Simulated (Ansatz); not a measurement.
# What PbO (model cell, started as layered BN type) distorts into, part 2 of 2

Which phase does PbO (model cell, started as layered BN type) fall into along its unstable mode, and how much energy does it gain?

Ansatz 0.2.0; DFT PBEsol, scalar-relativistic, plane waves, PAW.

So far. Step 4 (The mode frozen in, largest atomic shift 0.22 Å): The run ends at a pressure of 0.91 GPa, with forces up to 0.037 eV/Å. Step 5 (Energy along the mode, all amplitudes (two of the runs …): The lowest step is at 0.22 Å, 7.36 meV/atom below the parent, and the energy rises beyond it.

The structure was built from a prototype and need not be the compound's stable phase.

### 6. Relaxing from the distorted cell

Starting from the lowest point found, all atoms and the cell are let go, so that strain and other modes of the same symmetry can join in.

input.yaml

```yaml
crystal:
  lattice:
    - [4.2390597916, 2.965e-06, 0.0]
    - [-2.1195324636, 3.6711319852, 0.0]
    - [0.0, 0.0, 5.2433493857]
  atoms:
    - { symbol: Pb, position: [0.3333333333, 0.6666666667, 0.2467602092] }
    - { symbol: Pb, position: [0.6666666667, 0.3333333333, 0.7467602092] }
    - { symbol: O, position: [0.6666666667, 0.3333333333, 0.2919579135] }
    - { symbol: O, position: [0.3333333333, 0.6666666667, 0.7919579135] }
kpoints:
  mp_grid: { grid: [10, 10, 4] }
hamiltonian:
  xc: pbesol
scf:
  occupations: { method: fixed }
output:
  forces: true
  stress: true
  eigenvalues: true
  write_density: true
  write_potential: true
  elf: true
  volumetric_format: npy
relax:
  adjacent_minimum: "off"
  f_tol: 0.002
  max_steps: 120
  cell: { stress_tol: 0.03 }
```

Command:

```bash
ansatz run input.yaml --threads 4 --pin off --max-ram 7168MiB --backend cpu --events-out ev --progress --plain --runs-dir out
```

The program printed:

```text
[...]
Crystal: 4 atoms, lattice volume = 81.598 Å³
Basis set: ecut = 420 eV, 1595 PW (Γ), exchange–correlation on 60×60×72 points (8 copies of the dense FFT grid, shifted against one another)
Bands: 24, of which v1, the nominal top of the filled ones, is band 20 counted from 1 (19 counted from 0)
Symmetry: 12 space group operations
[...]
k-points: 42 of 400 (time reversal used)
[...]
SCF iter   1: F=—  HF=-24630.179154 eV  |F-HF|=—  |Δ(HF+E_count)|=         —  Δρ=1.99e-2  dr2=3.23e-1  ethr=1.77e-3  ⟨swp⟩=5.0  Hψ=3788  notcnv=0  defer=75
[...]
SCF iter   7: F=-24630.118843 eV  HF=-24630.118843 eV  |F-HF|=7.64e-10  |Δ(HF+E_count)|=   1.80e-7  Δρ=5.07e-6  dr2=2.56e-8  ethr=2.50e-10  ⟨swp⟩=11.4  Hψ=8203  notcnv=0
SCF 1 converged in 7 iterations: F = -24630.118843 eV  dr2 = 2.56e-8
[...]
relax step   1: F+E_penalty+E_count = -24630.11884349 eV  Δ(F+E_penalty+E_count) = +0.000e0 eV  max|allowed force component| = 3.734e-2 eV/Å  Δτ_max = 0.0000 Å  P = +0.905 GPa  Ω = 81.598 Å³  (7 SCF iters, dr2 threshold 1.00e-7 eV, accepted)
Crystal: 4 atoms, lattice volume = 84.133 Å³
Basis set: ecut = 420 eV, 1645 PW (Γ), exchange–correlation on 60×60×72 points (8 copies of the dense FFT grid, shifted against one another)
[...]
iter 1 solved again at ethr=1.14e-5 eV; its pass at ethr=3.10e-3 eV (dr2=4.56e-3 eV) is discarded
[...]
SCF iter   6: F=-24630.131022 eV  HF=-24630.131022 eV  |F-HF|=1.44e-7  |Δ(HF+E_count)|=   1.92e-6  Δρ=8.99e-6  dr2=1.07e-7  ethr=1.00e-9  ⟨swp⟩=14.5  Hψ=9416  notcnv=0
SCF 2 converged in 6 iterations: F = -24630.131022 eV  dr2 = 1.07e-7
[...]
relax step   2: F+E_penalty+E_count = -24630.13102177 eV  Δ(F+E_penalty+E_count) = -1.218e-2 eV  max|allowed force component| = 1.238e-1 eV/Å  Δτ_max = 0.0287 Å  P = -1.219 GPa  Ω = 84.133 Å³  energy of the carried Pulay correction = -5.074e-3 eV  (6 SCF iters, dr2 threshold 4.00e-7 eV, accepted)
Crystal: 4 atoms, lattice volume = 83.685 Å³
Basis set: ecut = 420 eV, 1597 PW (Γ), exchange–correlation on 60×60×72 points (8 copies of the dense FFT grid, shifted against one another)
[...]
SCF iter   5: F=-24630.139488 eV  HF=-24630.139488 eV  |F-HF|=7.98e-8  |Δ(HF+E_count)|=   8.35e-7  Δρ=8.14e-6  dr2=6.06e-8  ethr=1.00e-9  ⟨swp⟩=14.3  Hψ=9634  notcnv=0
SCF 3 converged in 5 iterations: F = -24630.139488 eV  dr2 = 6.06e-8
[...]
relax step   3: F+E_penalty+E_count = -24630.13948790 eV  Δ(F+E_penalty+E_count) = -8.466e-3 eV  max|allowed force component| = 1.097e-1 eV/Å  Δτ_max = 0.0105 Å  P = -0.651 GPa  Ω = 83.685 Å³  energy of the carried Pulay correction = -4.188e-3 eV  (5 SCF iters, dr2 threshold 4.00e-7 eV, accepted)
[... from here on, the SCF cycles and remarks between the steps are left out ...]
relax step   4: F+E_penalty+E_count = -24630.14913903 eV  Δ(F+E_penalty+E_count) = -9.651e-3 eV  max|allowed force component| = 2.715e-2 eV/Å  Δτ_max = 0.0390 Å  P = +0.327 GPa  Ω = 83.364 Å³  energy of the carried Pulay correction = -3.551e-3 eV  (6 SCF iters, dr2 threshold 4.00e-7 eV, accepted)
relax step   5: F+E_penalty+E_count = -24630.14916846 eV  Δ(F+E_penalty+E_count) = -2.943e-5 eV  max|allowed force component| = 1.972e-3 eV/Å  Δτ_max = 0.0051 Å  P = +0.010 GPa  Ω = 83.812 Å³  energy of the carried Pulay correction = -4.440e-3 eV  (5 SCF iters, dr2 threshold 4.00e-7 eV, accepted)
relax step   6: F+E_penalty+E_count = -24630.15851813 eV  Δ(F+E_penalty+E_count) = -9.350e-3 eV  max|allowed force component| = 1.077e-3 eV/Å  Δτ_max = 0.0000 Å  P = +0.163 GPa  Ω = 83.812 Å³  stress off target by 3.96e-1 GPa  SCF on the basis re-selected at this cell (its energy is not comparable with the rows above)  (7 SCF iters)
relax step   7: F+E_penalty+E_count = -24630.15880889 eV  Δ(F+E_penalty+E_count) = -2.908e-4 eV  max|allowed force component| = 1.625e-3 eV/Å  Δτ_max = 0.0084 Å  P = +0.039 GPa  Ω = 84.130 Å³  energy of the carried Pulay correction = -6.579e-4 eV  (6 SCF iters, dr2 threshold 3.92e-7 eV, accepted)
relax step   8: F+E_penalty+E_count = -24630.15870186 eV  Δ(F+E_penalty+E_count) = +1.070e-4 eV  max|allowed force component| = 1.370e-3 eV/Å  Δτ_max = 0.0030 Å  P = -0.007 GPa  Ω = 84.243 Å³  energy of the carried Pulay correction = -8.989e-4 eV  (5 SCF iters, dr2 threshold 5.01e-8 eV, accepted)
relax step   9: F+E_penalty+E_count = -24630.15867322 eV  Δ(F+E_penalty+E_count) = +2.864e-5 eV  max|allowed force component| = 7.582e-4 eV/Å  Δτ_max = 0.0014 Å  P = +0.005 GPa  Ω = 84.260 Å³  energy of the carried Pulay correction = -9.373e-4 eV  (8 SCF iters, accepted)
relax step  10: F+E_penalty+E_count = -24630.15981386 eV  Δ(F+E_penalty+E_count) = -1.141e-3 eV  max|allowed force component| = 8.430e-4 eV/Å  Δτ_max = 0.0000 Å  P = +0.011 GPa  Ω = 84.260 Å³  stress off target by 5.37e-2 GPa  SCF on the basis re-selected at this cell (its energy is not comparable with the rows above)  (6 SCF iters)
relax step  11: F+E_penalty+E_count = -24630.15973426 eV  Δ(F+E_penalty+E_count) = +7.961e-5 eV  max|allowed force component| = 5.268e-4 eV/Å  Δτ_max = 0.0016 Å  P = -0.003 GPa  Ω = 84.311 Å³  energy of the carried Pulay correction = -1.035e-4 eV  (6 SCF iters, dr2 threshold 7.21e-9 eV, accepted)
[...]
SCF iter   6: F=-24630.159857 eV  HF=-24630.159857 eV  |F-HF|=7.28e-12  |Δ(HF+E_count)|=  6.55e-11  Δρ=4.31e-8  dr2=7.29e-13  ethr=1.00e-12  ⟨swp⟩=5.9  Hψ=4483  notcnv=0
SCF 12 converged in 6 iterations: F = -24630.159857 eV  dr2 = 7.29e-13
relax step  12: F+E_penalty+E_count = -24630.15985697 eV  Δ(F+E_penalty+E_count) = -1.227e-4 eV  max|allowed force component| = 5.224e-4 eV/Å  Δτ_max = 0.0000 Å  P = -0.003 GPa  Ω = 84.311 Å³  stress off target by 4.68e-3 GPa  SCF on the basis re-selected at this cell (its energy is not comparable with the rows above)  (6 SCF iters)
[...]
SCF converged after 6 iterations
Free energy (F): -24630.159857 eV
[...]
Internal energy: -24630.159857 eV  (E = F + TS)
E sigma→0 (E₀):  -24630.159857 eV
Fermi energy:    7.840381 eV
[...]
--- Forces (eV/Å), atoms counted from 1 ---
  atom   1  Pb    -0.00000000    -0.00000000    -0.00052232
  atom   2  Pb     0.00000000     0.00000000    -0.00052232
  atom   3  O      0.00000000     0.00000000     0.00052255
  atom   4  O     -0.00000000     0.00000000     0.00052255
  max |Σ_I F_I| component: 4.69e-7 eV/Å
--- Stress (GPa, compression-positive) ---
       -0.004682       0.000000       0.000000
        0.000000      -0.004682      -0.000000
        0.000000      -0.000000       0.000845
  P = ⅓ Tr σ = -0.0028 GPa (-0.028 kbar)
--- Band table (eV; the first three rows and the last of 42) ---
  k-point 0: bands = [... 16 lower, 4.8458, 5.6171, 5.6171, 5.6418, 11.6177, 12.5284, 12.5284, 13.2250]
  k-point 1: bands = [... 16 lower, 5.2137, 5.5157, 5.5157, 6.0108, 11.3067, 12.5091, 12.5091, 12.9950]
  k-point 2: bands = [... 16 lower, 5.2511, 5.2511, 6.2323, 6.2323, 11.4038, 11.4038, 12.6351, 12.6351]
  k-point 41: bands = [... 16 lower, 5.4259, 5.4259, 7.8404, 7.8404, 9.8305, 9.8305, 11.3705, 11.3705]
--- Relaxed structure (9 steps of the walk, 9 accepted, 3 SCFs on fresh bases) ---
  F+E_penalty+E_count = -24630.15985697 eV   max|allowed force component| = 5.224e-4 eV/Å   (the final SCF, on the basis selected at the relaxed cell)
  cell:  # Å, volume = 84.3109 Å³
    - [4.171549, 2.917799e-6, 0]
    - [-2.085777, 3.612666, 0]
    - [0, 0, 5.594463]
  atoms:
    - { symbol: Pb, position: [0.333333, 0.666667, 0.228131] }
    - { symbol: Pb, position: [0.666667, 0.333333, 0.728131] }
    - { symbol: O, position: [0.666667, 0.333333, 0.310587] }
    - { symbol: O, position: [0.333333, 0.666667, 0.810587] }
```

It took 52 s on 4 threads of Arm Neoverse N1, shared host; peak memory 0.41 GiB; 3.3 min of CPU time.

The steps of the relaxation:

```csv
step,energy less that of the first step (eV),largest force component (eV/Å),pressure (GPa),volume (Å³)
1,0.0000,0.0373,0.91,81.60
2,-0.0122,0.1238,-1.22,84.13
3,-0.0206,0.1097,-0.65,83.69
4,-0.0303,0.0272,0.33,83.36
5,-0.0303,0.0020,0.01,83.81
6*,-0.0397,0.0011,0.16,83.81
7,-0.0400,0.0016,0.04,84.13
8,-0.0399,0.0014,-0.01,84.24
9,-0.0398,0.0008,0.01,84.26
10*,-0.0410,0.0008,0.01,84.26
11,-0.0409,0.0005,0.00,84.31
12*,-0.0410,0.0005,0.00,84.31
```

Relaxation steps marked * repeat the geometry before them on a plane-wave basis chosen anew for their cell, so energy and pressure can jump there.

The run keeps the 12 symmetry operations that the program found, so distortions that break them were not tested.

```
conventional cell, symmetrised  before  after  change
                         a (Å)   4.239  4.172  -1.6 %
                         b (Å)   4.239  4.172  -1.6 %
                         c (Å)   5.243  5.594  +6.7 %
              volume (Å³/atom)   20.40  21.08  +3.3 %
```

The atoms that moved most (Å, as changes of fractional coordinates times the final cell):

| atom | dx | dy | dz | length |
| --- | --- | --- | --- | --- |
| Pb1 | 0.000 | 0.000 | -0.104 | 0.104 |
| O4 | 0.000 | 0.000 | 0.104 | 0.104 |
| O3 | 0.000 | 0.000 | 0.104 | 0.104 |
| Pb2 | 0.000 | 0.000 | -0.104 | 0.104 |

Numbers from this step:

```yaml
pressure: -0.002840 GPa
gap_on_the_k_mesh: 1.835 eV
volume_per_atom: 21.08 Å³
```

ELF in the ac plane at fractional y = 0.333, with atoms of Pb and O within 0.2 Å of it. It is the smooth field of the valence electrons, not physical close to the nuclei.

Ten even steps from '0' (0.00) to '9' (0.81), each cell a mean:
```
11111123444421
12221134555532
12331245434542
12331244101343
11221253000253
11111354100354
10001245323443
00000123333332
00000012222211
01110135787631
11221158999962
12432269867973
23442269857973
23442258999962
24442136999731
23432112555311
11221000111100
01110001111100
```
Columns run along a (4.2 Å), rows up along c (5.6 Å). Atoms in or near the plane, at fractional coordinates: Pb at (0.67, 0.73), O at (0.67, 0.31).

Electrostatic potential energy in the ac plane at fractional y = 0.333, with atoms of Pb and O within 0.2 Å of it. With pseudopotentials it is smooth inside the atoms' cores, unlike the true potential.

Ten even steps from '0' (-35 eV) to '9' (12 eV), each cell a mean:
```
99999999888899
99999987545689
99999973000168
99999840121037
99999830243027
99999840121037
99999862000158
99999987434689
99999998878899
99999999888999
99999998423799
99889996000399
98888996000399
88888998312699
98888999878999
98889999999999
99999999999999
99999999999999
```
Columns run along a (4.2 Å; values clipped at the 3rd and 97th percentile), rows up along c (5.6 Å). Atoms in or near the plane, at fractional coordinates: Pb at (0.67, 0.73), O at (0.67, 0.31).

Valence density in the ac plane at fractional y = 0.333, with atoms of Pb and O within 0.2 Å of it. It is the smooth field of the valence electrons, not physical close to the nuclei.

Ten even steps from '_' (0.03 × 1e0 e/Å³) to '@' (9.42 × 1e0 e/Å³), each cell a mean:
```
____________________________
____________________________
______________..::--::..____
______________::++**++--____
______________::##@@%%==..__
______________::++##**--..__
______________..::--::..____
__________________..________
____________________________
____________________________
________________::--::..____
______________..==**++::____
______________..==##++::____
________________::----..____
__________________..________
____________________________
____________________________
____________________________
```
Columns run along a (4.2 Å), rows up along c (5.6 Å). Atoms in or near the plane, at fractional coordinates: Pb at (0.67, 0.73), O at (0.67, 0.31).

The distorted start has space group P6_3mc; the relaxation ends in P6_3mc.

### 7. The new phase in its own primitive cell

The relaxed structure is symmetrised, reduced to its primitive cell and relaxed tightly, as its phonons need.

input.yaml

```yaml
crystal:
  lattice:
    - [4.1715490151, 0.0, 0.0]
    - [-2.0857745076, 3.6126674202, 0.0]
    - [0.0, 0.0, 5.5944628061]
  atoms:
    - { symbol: Pb, position: [0.3333333333, 0.6666666667, 0.2281313971] }
    - { symbol: Pb, position: [0.6666666667, 0.3333333333, 0.7281313971] }
    - { symbol: O, position: [0.6666666667, 0.3333333333, 0.3105867256] }
    - { symbol: O, position: [0.3333333333, 0.6666666667, 0.8105867256] }
kpoints:
  mp_grid: { grid: [9, 9, 4] }
hamiltonian:
  xc: pbesol
scf:
  occupations: { method: fixed }
output:
  forces: true
  stress: true
  eigenvalues: true
relax:
  adjacent_minimum: "off"
  f_tol: 0.001
  max_steps: 60
  cell: { stress_tol: 0.01 }
```

The program printed:

```text
[...]
Crystal: 4 atoms, lattice volume = 84.311 Å³
Basis set: ecut = 420 eV, 1645 PW (Γ), exchange–correlation on 60×60×80 points (8 copies of the dense FFT grid, shifted against one another)
Bands: 24, of which v1, the nominal top of the filled ones, is band 20 counted from 1 (19 counted from 0)
Symmetry: 12 space group operations
[...]
k-points: 36 of 324 (time reversal used)
[...]
--- Relaxed structure (1 steps of the walk, 1 accepted, 1 SCFs on fresh bases) ---
[...]
cell:  # Å, volume = 84.3109 Å³
    - [4.171549, 2.886760e-11, 0.0]
    - [-2.085775, 3.612667, 0.0]
    - [0.0, 0.0, 5.5944628061]
  atoms:
    - { symbol: Pb, position: [0.333333, 0.666667, 0.228131] }
    - { symbol: Pb, position: [0.666667, 0.333333, 0.728131] }
    - { symbol: O, position: [0.666667, 0.333333, 0.310587] }
    - { symbol: O, position: [0.333333, 0.666667, 0.810587] }
[key lines of the parts left out:]
SCF converged after 6 iterations
Free energy (F): -24630.159823 eV
Fermi energy:    7.893115 eV
P = ⅓ Tr σ = -0.0028 GPa (-0.028 kbar)
```

It took 8.4 s on 4 threads; peak memory 0.38 GiB; 31 s of CPU time.

Little changed from the start: no atom moved by 0.005 Å and no cell edge by 0.1 %.

Numbers from this step:

```
pressure           : -0.002761 GPa
gap on the k-mesh  : 1.795 eV
direct gap on mesh : 1.964 eV
```

The largest force component left is 0.51 meV/Å and the pressure is -0.003 GPa, within the tolerances set. The cell now holds 21.08 Å³/atom.

### 8. The phases reached

The phases reached along the modes that were followed are set side by side.

Energies are those of the first relaxation, on the mesh of the frozen mode; space group, volume and gap are those of the last relaxation. Phases, by row:

```csv
mode frozen in,space group,energy from parent (meV/atom),volume (Å³/atom),gap on mesh (eV),lowest zone-centre optical mode (cm⁻¹),largest shift (Å)
parent,P6_3/mmc,0,20.4,1.271,–,–
"q = (0, 0, 0), 206i cm⁻¹",P-3m1,-128.4,22.04,1.388,70.3,0.761
"q = (0, 0, 0), 128i cm⁻¹",P6_3mc,-17.62,21.08,1.795,–,0.231
```

### 9. Summary of results

```yaml
unstable_mode_of_the_parent: q = (0, 0, 0), 128i cm⁻¹
depth_at_the_lowest_point_sampled: 7.36 meV/atom
largest_atomic_shift_at_that_point: 0.22 Å
space_group_reached: P6_3mc
energy_gained_over_the_parent_first_relaxation_on_the_mesh_of_the_frozen_mode: 17.6 meV/atom
volume_per_atom_phase_reached: 21.1 Å³
gap_on_the_k_mesh_phase_reached: 1.80 eV
```

**Reading.** Along this mode the structure falls into P6_3mc, 17.6 meV/atom below the parent. At the parent's cell the well is 7.362 meV/atom deep on the steps tried, with its lowest point at a shift of 0.22 Å. Relaxing atoms and cell changes the gain by +10.25 meV/atom against the lowest step (energies at zero smearing). The modes of the phase reached were not computed. Of the 2 patterns followed from this parent, this one ends 111 meV/atom above the lowest, P-3m1. Each path keeps the symmetry of its pattern, so a lower phase may lie along a pattern not tried. With the field response the log warns that the k mesh is coarse for the force constants too, so the frequencies are to be taken as unconverged. Spin-orbit coupling is left out, which can matter for the heavy elements here. The starting cell was built on a prototype and not taken from a measurement, so the phase need not exist.

[Long decimals in the printed logs are rounded to 6 places.]

[Logs are printed without paths, hosts, clocks, repeated set-up lines and the standing remarks that a program may print on its own settings, such as how far it seeks lower states.]

[Hosts, paths, dates, database ids (printed as entryN), source tags and the programs' standing remarks are cut or masked in the printed files.]

[Where the starting crystal was built by hand or by swapping elements, it need not be the compound's stable phase.]
